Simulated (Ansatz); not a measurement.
# 1T-TiTe2 bilayer (AB) in a perpendicular field, part 3 of 4

Wanted: the out-of-plane response of the 1T-TiTe2 bilayer (AB). A positive field points along +c.

Ansatz 0.2.0; plane-wave DFT, PBE-D4, Ansatz PAW (the session's first sound run).

So far. Step 8 (Atoms held, field 0.35 V/Å): The dipole is 0.295 e·Å.

### Step 9. Response, atoms held

This step: plane-wave DFT, PBE-D4, Ansatz PAW; response to a field along the normal, atoms held (Ansatz 0.2.0).

The dipoles give the slope, and the difference of two potentials shows where the field is screened.

This step gave:

| Quantity | Value |
| --- | --- |
| equivalent conductor thickness p/(ε₀AE) | 12.91 Å |
| distance between the outer atoms | 10.31 Å |

The dipole of the cell by applied field:

| applied field (V/Å) | dipole of the cell (e·Å) |
| --- | --- |
| -0.200 | -0.169 |
| -0.100 | -0.0843 |
| 0.000 | 0 |
| 0.100 | 0.0843 |
| 0.200 | 0.169 |
| 0.350 | 0.295 |

Local field over the applied field, running mean. From the potentials at -0.1 and 0.1 V/Å; running mean over 2.5 Å. The local field over applied field by z:

z (Å), local field over applied field and a bar:
```
      4.5      0.997 ##############################
      5.0      0.991 ##############################
      5.5      0.977 #############################
      6.0      0.941 ############################
      6.5      0.862 ##########################
      7.0      0.727 ######################
      7.5      0.559 #################
      8.0      0.385 ###########
      8.5      0.223 #######
      9.0      0.096 ###
      9.5      0.037 #
     10.0      0.019 
     10.5      0.011 
     11.0      0.011 
     11.5      0.016 
     12.0      0.011 
     12.5      0.006 
     13.0      0.009 
     13.5      0.014 
     14.0      0.016 
     14.5      0.016 
     15.0      0.013 
     15.5      0.007 
     16.0      0.007 
     16.5      0.014 
     17.0      0.014 
     17.5      0.010 
     18.0      0.014 
     18.5      0.023 #
     19.0      0.051 #
     19.5      0.136 ####
     20.0      0.281 ########
     20.5      0.449 #############
     21.0      0.623 ###################
     21.5      0.784 ########################
     22.0      0.898 ###########################
     22.5      0.958 #############################
     23.0      0.984 ##############################
     23.5      0.994 ##############################
     24.0      0.998 ##############################
```

Electrons, planar mean, per unit field. Table of induced electron density by z:

| z (Å) | induced electron density (e/Å³ per V/Å) |
| --- | --- |
| 4.5 | 1.3e-5 |
| 5.0 | 3.8e-5 |
| 5.5 | 1.1e-4 |
| 6.0 | 2.9e-4 |
| 6.5 | 7.4e-4 |
| 7.0 | 0.00169 |
| 7.5 | 0.00307 |
| 8.0 | 0.00312 |
| 8.5 | 0.00103 |
| 9.0 | 5.9e-4 |
| 9.5 | 6.8e-4 |
| 10.0 | -1.2e-4 |
| 10.5 | -6.9e-4 |
| 11.0 | 1.4e-5 |
| 11.5 | 3.9e-4 |
| 12.0 | 6.0e-5 |
| 12.5 | 7.2e-5 |
| 13.0 | -7.5e-5 |
| 13.5 | -3.2e-4 |
| 14.0 | -1.2e-4 |
| 14.5 | 2.3e-4 |
| 15.0 | 2.7e-4 |
| 15.5 | -8.4e-6 |
| 16.0 | -7.5e-5 |
| 16.5 | -1.2e-4 |
| 17.0 | -3.8e-4 |
| 17.5 | 8.4e-5 |
| 18.0 | 8.5e-4 |
| 18.5 | -3.9e-4 |
| 19.0 | -5.3e-4 |
| 19.5 | -7.0e-4 |
| 20.0 | -0.00171 |
| 20.5 | -0.00347 |
| 21.0 | -0.00257 |
| 21.5 | -0.00126 |
| 22.0 | -5.3e-4 |
| 22.5 | -2.0e-4 |
| 23.0 | -7.4e-5 |
| 23.5 | -2.6e-5 |
| 24.0 | -8.8e-6 |

By hand: between -0.1 and 0.1 V/Å the dipole changes by 0.1687 e·Å, a slope of 0.8434 e·Å²/V. A perfect conductor of thickness t has p = ε₀AEt, so t = 180.95 × 0.8434 / 11.819 = 12.91 Å (e/ε₀ = 180.95 V·Å, A in Å²).

The induced dipole is that of a conductor 12.91 Å thick.

### Step 10. Same geometry, cutoff 420 eV, functional LDA

This step: plane-wave DFT, LDA, Ansatz PAW (Ansatz 0.2.0).

The geometry is kept and the functional is LDA; other changes against the main runs: SCF threshold 1.0e-10 → 1.0e-09 eV, k-mesh 12×12×1 → 6×6×1 and no dispersion term, which doesn't act on the electrons.

The input, input.yaml:

```yaml
crystal:
  lattice:
    - [3.6941992445, 0.0, 0.0]
    - [-1.8470996222, 3.1992703924, 0.0]
    - [0.0, 0.0, 28.3137087765]
  atoms:
    - { symbol: Te, position: [0.6666666667, 0.3333333333, 0.3178672236] }
    - { symbol: Ti, position: [0.0, 0.0, 0.3799259958] }
    - { symbol: Te, position: [0.3333333333, 0.6666666667, 0.4416266538] }
    - { symbol: Te, position: [0.0, 0.0, 0.5583733462] }
    - { symbol: Ti, position: [0.3333333333, 0.6666666667, 0.6200740042] }
    - { symbol: Te, position: [0.6666666667, 0.3333333333, 0.6821327764] }
kpoints:
  mp_grid: { grid: [6, 6, 1] }
hamiltonian:
  xc: lda
scf:
  occupations: { method: fermi_dirac, width: 0.05 }
  convergence: { dr2_threshold: 1.0e-09 }
efield:
  axis: 3
  dipole_correction: true
  ramp_position: 0.9675
  ramp_width: 0.065
  amplitude: 0.1
output:
  write_potential: true
  write_density: true
  volumetric_format: npy
```

Run with:

```
ansatz run input.yaml --threads 4 --pin off --max-ram 6144MiB --backend cpu --events-out ev --progress --plain --runs-dir out
```

Numbers of over 12 decimals in the logs are rounded to 6 here.

Output:

```text
[...]
Crystal: 6 atoms, lattice volume = 334.632 Å³
Basis set: ecut = 420 eV, 6563 PW (Γ)
Bands: 53, of which v1, the nominal top of the filled ones, is band 44 counted from 1 (43 counted from 0)
Symmetry: 6 space group operations
k-points: 7 of 36 (time reversal used)
[...]
SCF iter   1: F=—  HF=-32214.194417 eV  |F-HF|=—  |Δ(HF+E_count)|=         —  Δρ=1.93e-2  dr2=3.44e0  ethr=3.10e-3  p=0.085 e·Å  D=4.58e-2 V/Å  ΔV_dip=-1.30 eV  dr2_dipole=7.45e-5  V_vac-E_F(+/−)=7.25/5.97 eV  ⟨swp⟩=9.0  Hψ=1668  notcnv=0
[...]
SCF iter  11: F=-32213.354637 eV  HF=-32213.354637 eV  |F-HF|=2.91e-11  |Δ(HF+E_count)|=  5.31e-10  Δρ=1.25e-7  dr2=6.45e-11  ethr=1.14e-12  p=0.085 e·Å  D=4.57e-2 V/Å  ΔV_dip=-1.29 eV  dr2_dipole=8.93e-13  V_vac-E_F(+/−)=5.81/4.53 eV  ⟨swp⟩=12.0  Hψ=1155  notcnv=0
SCF 1 converged in 11 iterations: F = -32213.354637 eV  dr2 = 6.45e-11
[...]
SCF converged after 11 iterations
Free energy (F): -32213.354637 eV
[...]
Internal energy: -32213.310616 eV  (E = F + TS)
E sigma→0 (E₀):  -32213.332627 eV
Entropy (-TS):   -0.044020 eV (-7.337 meV/atom)
Fermi energy:    1.991882 eV
Dipole field:    D = 0.045738 V/Å  (p = 0.084583 e·Å, saw-weighted, corrected)
Work function:   not extracted (applied field tilts the vacuum); planar V_es + V_field profile in the machine report
[...]
--- Band table (eV; the first three rows and the last of 7) ---
  k-point 0: bands = [... 40 lower, 2.4336, 2.5490, 2.5490, 2.5525, 2.5525, 2.8482, 3.3332, 3.3332, ... 5 higher]
  k-point 1: bands = [... 40 lower, 1.0654, 1.5391, 1.9421, 2.0031, 2.3783, 2.4988, 3.2891, 3.5512, ... 5 higher]
  k-point 2: bands = [... 40 lower, 0.6459, 0.7695, 1.5170, 1.6455, 1.9724, 2.1135, 3.4459, 3.4514, ... 5 higher]
  k-point 6: bands = [... 40 lower, 0.1413, 0.1803, 0.2128, 0.2139, 3.1637, 3.2179, 3.2181, 3.3088, ... 5 higher]
```

Elapsed: 4.8 s, on 4 threads of Arm Neoverse V1, shared host; peak memory 0.69 GiB; 18 s of CPU time.

This step gave:

| Item | Value |
| --- | --- |
| energy at zero smearing | -32213.3326 eV |
| dipole along the normal | 0.08458 e·Å |

The dipole is 0.0846 e·Å.

### Step 11. Same geometry, cutoff 420 eV, functional LDA (run 2)

The same run in the opposite field.

Changes to input.yaml since step 10:

```diff
@@ -24,3 +24,3 @@
   ramp_width: 0.065
-  amplitude: 0.1
+  amplitude: -0.1
 output:
```

Output:

```text
[...]
Crystal: 6 atoms, lattice volume = 334.632 Å³
Basis set: ecut = 420 eV, 6563 PW (Γ)
Bands: 53, of which v1, the nominal top of the filled ones, is band 44 counted from 1 (43 counted from 0)
Symmetry: 6 space group operations
k-points: 7 of 36 (time reversal used)
[...]
k-point 0: bands = [... 40 lower, 2.4336, 2.5490, 2.5490, 2.5525, 2.5525, 2.8482, 3.3332, 3.3332, ... 5 higher]
  k-point 1: bands = [... 40 lower, 1.0654, 1.5391, 1.9421, 2.0031, 2.3783, 2.4988, 3.2891, 3.5512, ... 5 higher]
  k-point 2: bands = [... 40 lower, 0.6459, 0.7695, 1.5170, 1.6455, 1.9724, 2.1135, 3.4459, 3.4514, ... 5 higher]
  k-point 6: bands = [... 40 lower, 0.1413, 0.1803, 0.2128, 0.2139, 3.1637, 3.2179, 3.2181, 3.3088, ... 5 higher]
[key lines of the parts left out:]
SCF converged after 11 iterations
Free energy (F): -32213.354637 eV
Fermi energy:    1.991882 eV
Dipole field:    D = -0.045736 V/Å  (p = -0.084579 e·Å, saw-weighted, corrected)
```

It took 4.7 s on 4 threads; peak memory 0.69 GiB.

The dipole is -0.0846 e·Å.

### Step 12. Response at this level

This step: plane-wave DFT, LDA, Ansatz PAW; response to a field along the normal, atoms held (Ansatz 0.2.0).

The two signs of the field give the slope at this level.

This step gave:

| Item | Value |
| --- | --- |
| equivalent conductor thickness p/(ε₀AE) | 12.95 Å |

The induced dipole is that of a conductor 12.95 Å thick.

### Step 13. Same geometry, cutoff 420 eV, functional PBE

This step: plane-wave DFT, PBE, Ansatz PAW (Ansatz 0.2.0).

The geometry is kept and the functional is PBE; other changes against the main runs: SCF threshold 1.0e-10 → 1.0e-09 eV, k-mesh 12×12×1 → 6×6×1 and no dispersion term, which doesn't act on the electrons.

Changes to input.yaml since step 11:

```diff
@@ -15,3 +15,3 @@
 hamiltonian:
-  xc: lda
+  xc: pbe
 scf:
@@ -24,3 +24,3 @@
   ramp_width: 0.065
-  amplitude: -0.1
+  amplitude: 0.1
 output:
```

Output:

```text
[...]
Crystal: 6 atoms, lattice volume = 334.632 Å³
Basis set: ecut = 420 eV, 6563 PW (Γ)
Bands: 53, of which v1, the nominal top of the filled ones, is band 44 counted from 1 (43 counted from 0)
Symmetry: 6 space group operations
k-points: 7 of 36 (time reversal used)
[...]
k-point 0: bands = [... 40 lower, 2.7703, 2.8697, 2.8697, 2.8727, 2.8727, 3.1792, 3.6244, 3.6244, ... 5 higher]
  k-point 1: bands = [... 40 lower, 1.3487, 1.8090, 2.2452, 2.3081, 2.7073, 2.8224, 3.6264, 3.8833, ... 5 higher]
  k-point 2: bands = [... 40 lower, 0.9078, 1.0359, 1.7999, 1.9291, 2.2930, 2.4335, 3.7747, 3.8019, ... 5 higher]
  k-point 6: bands = [... 40 lower, 0.3974, 0.4366, 0.4741, 0.4751, 3.4991, 3.5725, 3.5728, 3.6437, ... 5 higher]
[key lines of the parts left out:]
SCF converged after 11 iterations
Free energy (F): -32923.248341 eV
Fermi energy:    2.303601 eV
Dipole field:    D = 0.045766 V/Å  (p = 0.084635 e·Å, saw-weighted, corrected)
```

Wall time 4.8 s (4 threads); peak memory 0.69 GiB.

The dipole is 0.0846 e·Å.

### Step 14. Same geometry, cutoff 420 eV, functional PBE (run 2)

The same run in the opposite field.

Changes to input.yaml since step 13:

```diff
@@ -24,3 +24,3 @@
   ramp_width: 0.065
-  amplitude: 0.1
+  amplitude: -0.1
 output:
```

Output:

```text
[...]
Crystal: 6 atoms, lattice volume = 334.632 Å³
Basis set: ecut = 420 eV, 6563 PW (Γ)
Bands: 53, of which v1, the nominal top of the filled ones, is band 44 counted from 1 (43 counted from 0)
Symmetry: 6 space group operations
k-points: 7 of 36 (time reversal used)
[...]
k-point 0: bands = [... 40 lower, 2.7703, 2.8697, 2.8697, 2.8727, 2.8727, 3.1792, 3.6244, 3.6244, ... 5 higher]
  k-point 1: bands = [... 40 lower, 1.3487, 1.8090, 2.2452, 2.3081, 2.7073, 2.8224, 3.6264, 3.8833, ... 5 higher]
  k-point 2: bands = [... 40 lower, 0.9078, 1.0359, 1.7999, 1.9291, 2.2930, 2.4335, 3.7747, 3.8019, ... 5 higher]
  k-point 6: bands = [... 40 lower, 0.3974, 0.4366, 0.4741, 0.4751, 3.4991, 3.5725, 3.5728, 3.6437, ... 5 higher]
[key lines of the parts left out:]
SCF converged after 11 iterations
Free energy (F): -32923.248341 eV
Fermi energy:    2.303600 eV
Dipole field:    D = -0.045761 V/Å  (p = -0.084626 e·Å, saw-weighted, corrected)
```

The job ended after 4.7 s (4 threads; peak memory 0.7 GiB).

The dipole is -0.0846 e·Å.

### Step 15. Response at this level

This step: plane-wave DFT, PBE, Ansatz PAW; response to a field along the normal, atoms held (Ansatz 0.2.0).

The induced dipole is that of a conductor 12.96 Å thick.

### Step 16. Same geometry, cutoff 500 eV, functional r2SCAN

This step: plane-wave DFT, r2SCAN, Ansatz PAW (Ansatz 0.2.0).

The geometry is kept and the functional is r2SCAN; other changes against the main runs: SCF threshold 1.0e-10 → 1.0e-09 eV, cutoff 420 → 500, k-mesh 12×12×1 → 6×6×1 and no dispersion term, which doesn't act on the electrons.

Changes to input.yaml since step 14:

```diff
@@ -15,3 +15,3 @@
 hamiltonian:
-  xc: pbe
+  xc: r2scan
 scf:
@@ -24,3 +24,3 @@
   ramp_width: 0.065
-  amplitude: -0.1
+  amplitude: 0.1
 output:
```

Output:

```text
[...]
Crystal: 6 atoms, lattice volume = 334.632 Å³
Basis set: ecut = 500 eV, 8527 PW (Γ), exchange–correlation on 108×108×864 points (64 copies of the dense FFT grid, shifted against one another)
Bands: 53, of which v1, the nominal top of the filled ones, is band 44 counted from 1 (43 counted from 0)
Symmetry: 6 space group operations
k-points: 7 of 36 (time reversal used)
[...]
k-point 0: bands = [... 40 lower, 2.8124, 2.8206, 2.8206, 2.8239, 2.8239, 3.2144, 3.4857, 3.4857, ... 5 higher]
  k-point 1: bands = [... 40 lower, 1.1543, 1.6020, 2.1095, 2.1805, 2.7170, 2.8152, 3.6529, 3.8539, ... 5 higher]
  k-point 2: bands = [... 40 lower, 0.6381, 0.7734, 1.5910, 1.7276, 2.2954, 2.4300, 3.7696, 3.8255, ... 5 higher]
  k-point 6: bands = [... 40 lower, 0.0813, 0.1186, 0.1695, 0.1709, 3.5189, 3.6484, 3.6501, 3.6655, ... 5 higher]
[key lines of the parts left out:]
SCF converged after 15 iterations
Free energy (F): -32992.808870 eV
Fermi energy:    2.244210 eV
Dipole field:    D = 0.045459 V/Å  (p = 0.084068 e·Å, saw-weighted, corrected)
```

Run time: 13 s. Hardware: 4 threads; peak memory 1.3 GiB.

The dipole is 0.0841 e·Å.

### Step 17. Same geometry, cutoff 500 eV, functional r2SCAN (run 2)

The same run in the opposite field.

Changes to input.yaml since step 16:

```diff
@@ -24,3 +24,3 @@
   ramp_width: 0.065
-  amplitude: 0.1
+  amplitude: -0.1
 output:
```

Output:

```text
[...]
Crystal: 6 atoms, lattice volume = 334.632 Å³
Basis set: ecut = 500 eV, 8527 PW (Γ), exchange–correlation on 108×108×864 points (64 copies of the dense FFT grid, shifted against one another)
Bands: 53, of which v1, the nominal top of the filled ones, is band 44 counted from 1 (43 counted from 0)
Symmetry: 6 space group operations
k-points: 7 of 36 (time reversal used)
[...]
k-point 0: bands = [... 40 lower, 2.8124, 2.8206, 2.8206, 2.8239, 2.8239, 3.2144, 3.4857, 3.4857, ... 5 higher]
  k-point 1: bands = [... 40 lower, 1.1543, 1.6020, 2.1095, 2.1805, 2.7170, 2.8152, 3.6529, 3.8539, ... 5 higher]
  k-point 2: bands = [... 40 lower, 0.6381, 0.7734, 1.5910, 1.7276, 2.2954, 2.4300, 3.7696, 3.8255, ... 5 higher]
  k-point 6: bands = [... 40 lower, 0.0813, 0.1186, 0.1695, 0.1709, 3.5189, 3.6484, 3.6501, 3.6655, ... 5 higher]
[key lines of the parts left out:]
SCF converged after 15 iterations
Free energy (F): -32992.808870 eV
Fermi energy:    2.244209 eV
Dipole field:    D = -0.045464 V/Å  (p = -0.084076 e·Å, saw-weighted, corrected)
```

Wall time 14 s (4 threads); peak memory 1.3 GiB.

The dipole is -0.0841 e·Å.

### Step 18. Response at this level

This step: plane-wave DFT, r2SCAN, Ansatz PAW; response to a field along the normal, atoms held (Ansatz 0.2.0).

The induced dipole is that of a conductor 12.87 Å thick.

### Step 19. Same geometry, cutoff 420 eV, functional HSE06

This step: plane-wave DFT, HSE06, Ansatz PAW (Ansatz 0.2.0).

The geometry is kept and the functional is HSE06; other changes against the main runs: SCF threshold 1.0e-10 → 1.0e-09 eV, k-mesh 12×12×1 → 6×6×1 and no dispersion term, which doesn't act on the electrons.

Changes to input.yaml since step 17:

```diff
@@ -15,3 +15,3 @@
 hamiltonian:
-  xc: r2scan
+  xc: hse06
 scf:
@@ -24,3 +24,3 @@
   ramp_width: 0.065
-  amplitude: -0.1
+  amplitude: 0.1
 output:
```

Output:

```text
[...]
Crystal: 6 atoms, lattice volume = 334.632 Å³
Basis set: ecut = 420 eV, 6563 PW (Γ)
Bands: 53, of which v1, the nominal top of the filled ones, is band 44 counted from 1 (43 counted from 0)
Symmetry: 6 space group operations
k-points: 7 of 36 (time reversal used)
[...]
k-point 1: bands = [... 40 lower, 0.9581, 1.4160, 2.0758, 2.1651, 3.0015, 3.0837, 4.0164, 4.1974]
  k-point 2: bands = [... 40 lower, 0.3535, 0.5027, 1.4275, 1.5787, 2.4847, 2.6416, 4.2363, 4.2933]
  k-point 6: bands = [... 40 lower, -0.2865, -0.2470, -0.1804, -0.1785, 3.9058, 4.1112, 4.1231, 4.1470]
  guard bands above this table: 5 of the run's 53 bands. The solve was not asked for them (output.publish_guard_bands: true or output.eigenvalues: true publishes all)
[key lines of the parts left out:]
Free energy (F): -32940.180592 eV
Fermi energy:    2.378606 eV
Dipole field:    D = 0.045355 V/Å  (p = 0.083875 e·Å, saw-weighted, corrected)
```

Elapsed: 92 s, on 4 threads; peak memory 4.4 GiB; 5.7 min of CPU time.

The dipole is 0.0839 e·Å.

### Step 20. Same geometry, cutoff 420 eV, functional HSE06 (run 2)

The same run in the opposite field.

Changes to input.yaml since step 19:

```diff
@@ -24,3 +24,3 @@
   ramp_width: 0.065
-  amplitude: 0.1
+  amplitude: -0.1
 output:
```

Output:

```text
[...]
Crystal: 6 atoms, lattice volume = 334.632 Å³
Basis set: ecut = 420 eV, 6563 PW (Γ)
Bands: 53, of which v1, the nominal top of the filled ones, is band 44 counted from 1 (43 counted from 0)
Symmetry: 6 space group operations
k-points: 7 of 36 (time reversal used)
[...]
--- Band table (eV; the first three rows and the last of 7) ---
  k-point 0: bands = [... 40 lower, 3.0582, 3.0582, 3.0639, 3.0639, 3.1589, 3.5252, 3.5252, 3.5949]
  k-point 1: bands = [... 40 lower, 0.9581, 1.4160, 2.0758, 2.1651, 3.0015, 3.0837, 4.0164, 4.1974]
  k-point 2: bands = [... 40 lower, 0.3535, 0.5027, 1.4275, 1.5787, 2.4847, 2.6416, 4.2363, 4.2934]
  k-point 6: bands = [... 40 lower, -0.2865, -0.2470, -0.1804, -0.1785, 3.9058, 4.1112, 4.1231, 4.1470]
[...]
[key lines of the parts left out:]
Free energy (F): -32940.180592 eV
Fermi energy:    2.378607 eV
Dipole field:    D = -0.045355 V/Å  (p = -0.083875 e·Å, saw-weighted, corrected)
```

Elapsed: 86 s, on 4 threads; peak memory 4.4 GiB.

The dipole is -0.0839 e·Å.

### Step 21. Comparing the runs

Times are for 4 threads of Arm Neoverse V1, shared host. Results by setting:

| no. | functional | field | dipole along the normal (e·Å) | time | memory (GiB) |
| --- | --- | --- | --- | --- | --- |
| 1 | lda | 0.1 V/Å | 0.08458 | 4.8 s | 0.69 |
| 2 | lda | -0.1 V/Å | -0.08458 | 4.7 s | 0.69 |
| 3 | pbe | 0.1 V/Å | 0.08463 | 4.8 s | 0.69 |
| 4 | pbe | -0.1 V/Å | -0.08463 | 4.7 s | 0.70 |
| 5 | r2scan | 0.1 V/Å | 0.08407 | 13 s | 1.3 |
| 6 | r2scan | -0.1 V/Å | -0.08408 | 14 s | 1.3 |
| 7 | hse06 | 0.1 V/Å | 0.08387 | 92 s | 4.4 |
| 8 | hse06 | -0.1 V/Å | -0.08388 | 86 s | 4.4 |

### Step 22. Response at this level

This step: plane-wave DFT, HSE06, Ansatz PAW; response to a field along the normal, atoms held (Ansatz 0.2.0).

The induced dipole is that of a conductor 12.84 Å thick.

(Part 3 of 4 ends here.)

[Logs are printed without paths, hosts, clocks, repeated set-up lines and the standing remarks that a program may print on its own settings, such as how far it seeks lower states.]

[Hosts, paths, dates, database ids (printed as entryN), source tags and the programs' standing remarks are cut or masked in the printed files.]

[Maps of the electrostatic potential energy from Ansatz leave out the sawtooth potential of an applied field or a dipole correction, so their vacuum need not be flat; planar profiles and work functions include it.]
